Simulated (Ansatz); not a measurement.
System: Bi2Te3 (quintuple layer).

The cell holds 5 atoms: 3 Te and 2 Bi. Its edges and angles: a = 4.426 Å, b = 4.426 Å, c = 38.300 Å, α = 90.0°, β = 90.0°, γ = 120.0°. Vacuum lies along c.

```xyz
5
Lattice="4.4255 0.0000 0.0000 -2.2128 3.8326 0.0000 0.0000 0.0000 38.3000" Properties=species:S:1:pos:R:3
Te    0.0000    0.0000   19.1500
Bi    0.0000    2.5551   21.2116
Bi    2.2128    1.2775   17.0884
Te    2.2128    1.2775   22.9353
Te    0.0000    2.5551   15.3647
```

The structure was relaxed with PBE. The runs that relaxed it are not among those shown. Spin-orbit coupling is left out unless a run names it.

Gaps computed with Ansatz 0.2.0 without a self-energy: PBE 0.95 eV, r2SCAN 1.26 eV and HSE06 1.44 eV.

Estimate the G0W0@PBE gap with 6×6×1 mesh, 773 empty bands, screening to 65 eV, PAW set soft_1 files.

About 1.37 eV: on its mesh the run moves the gap from 0.99 eV by +0.42 eV, and the mesh misses the edges by 0.04 eV. Among the scalar-relativistic levels given, HSE06 is nearest (+0.07 eV). Bands and cutoff are finite, so the gap is not at the basis limit. The miss can reach some tenths of an eV and take either sign; the mesh is an error of its own. Where an edge is built on 6p states of lead, bismuth or thallium, scalar-relativistic gaps usually stand too wide, by a few tenths to over one eV. The mesh in the plane is coarse for a sheet; gap and any exciton binding can still move on denser ones. The many-body steps are scalar-relativistic: spin-orbit coupling is not in them.

[Paths, hosts, dates, memory and timing lines, banners, echoed tables and standing remarks are left out of the program output.]

[Logs are printed without paths, hosts, clocks, repeated set-up lines and the standing remarks that a program may print on its own settings, such as how far it seeks lower states.]

[Runs of the session that timed out or met a known fault of the program may be left out.]

[Cells called generated may have been cut or substituted from an entry of the Crystallography Open Database or the Materials Project.]

[Hosts, paths, dates, database ids (printed as entryN), source tags and the programs' standing remarks are cut or masked in the printed files.]
